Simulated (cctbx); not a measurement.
**Accept or mend?**

Cell a = 8.7340 Å, b = 8.7340 Å, c = 5.0630 Å, α = 90.00°, β = 90.00°, γ = 120.00°; space group P-62m (no. 189). The compound is KLuSn.

The data are simulated with cctbx, not measured: Mo Kα, λ = 0.71073 Å, to d = 0.65 Å, 70 % of the full sphere, strongest reflection 40000 counts, noise from counting, a 2 % proportional error and a noise floor of 2 counts (s.d.); no absorption.

An anisotropic refinement with weights 1/σ² prints:

```text
Rint 0.022, 514 unique reflections to 0.65 A
cycle     R1     wR2    GooF  max shift (A)
   1  0.0708  0.1836  13.477   0.00632
   2  0.0695  0.1799  13.204   0.00000
final R1 0.0695 wR2 0.1799 GooF 13.204  parameters 10  data/parameter 51.4
atom        x        y        z      Ueq    occ   su(xyz)  su(Uiso or U11)
Lu1    0.00000  0.57966  0.00000   0.0028  1.000  0.00017  0.0005
Sn1    0.00000  0.24102  0.50000   0.0051  1.000  0.00027  0.0008
K1     0.66667  0.33333  0.50000   0.0093  1.000  0.00000  0.0024
difference map: max 57.68 min -4.89 rms 1.21
Q1    0.0000  0.0000  0.0000    1   57.68  3.29 A from Sn1
Q2    0.0000  0.4248  0.0000    3   12.74  1.35 A from Lu1
Q3    0.0000  0.1667  0.0000    3   10.19  2.61 A from Sn1
Q4    0.2440  0.5818  0.5000    6    9.64  0.76 A from K1
Q5    0.0000  0.8151  0.5000    3    8.67  1.91 A from Sn1
Q6    0.0000  0.5787  0.0000    3    7.97  0.01 A from Lu1
```

**Question.** Can this result stand? If not, what is the likely fault?

Mend it. The fault: an atom left out, K at (0, 0, 0). Against the right model at the same level, R1 goes from 0.0052 to 0.0695 and GooF from 0.95 to 13.20 and the top difference peak, 57.7 e/Å³, lies 3.29 Å from Sn1. Q1 is the missing atom. With scattering power missing, scale and phases suffer, so peaks may also grow on the heavy atoms.

The compound is KLuSn. The right model at the same level gives:

```text
Rint 0.022, 514 unique reflections to 0.65 A
cycle     R1     wR2    GooF  max shift (A)
   1  0.0069  0.0181   1.332   0.00055
   2  0.0052  0.0129   0.949   0.00000
final R1 0.0052 wR2 0.0129 GooF 0.949  parameters 12  data/parameter 42.8
atom        x        y        z      Ueq    occ   su(xyz)  su(Uiso or U11)
Lu1    0.00000  0.57952  0.00000   0.0033  1.000  0.00001  0.0000
Sn1    0.00000  0.24168  0.50000   0.0055  1.000  0.00002  0.0001
K1     0.66667  0.33333  0.50000   0.0055  1.000  0.00000  0.0001
K2     0.00000  0.00000  0.00000   0.0044  1.000  0.00000  0.0002
Flack x: 0.001(4)
Hooft y: 0.000(4)  Bijvoet pairs: 218
difference map: max 0.27 min -0.31 rms 0.07
Q1    0.0000  0.1214  0.4185    6    0.30  1.13 A from Sn1
Q2    0.0000  0.7579  0.2314    6    0.28  1.95 A from Lu1
Q3    0.0000  0.8754  0.0000    3    0.26  1.09 A from K2
Q4    0.0000  0.3737  0.5000    3    0.25  1.15 A from Sn1
Q5    0.0000  0.1107  0.2359    6    0.25  1.54 A from K2
Q6    0.1253  0.5201  0.5000    6    0.25  1.62 A from K1
```

The model was made for the exercise: a known structure type with other elements put in, its volume estimated, not relaxed; displacement parameters are assumed.

[Middle refinement cycles are left out of these outputs.]

[Logs are printed without paths, hosts, clocks, repeated set-up lines and the standing remarks that a program may print on its own settings, such as how far it seeks lower states.]
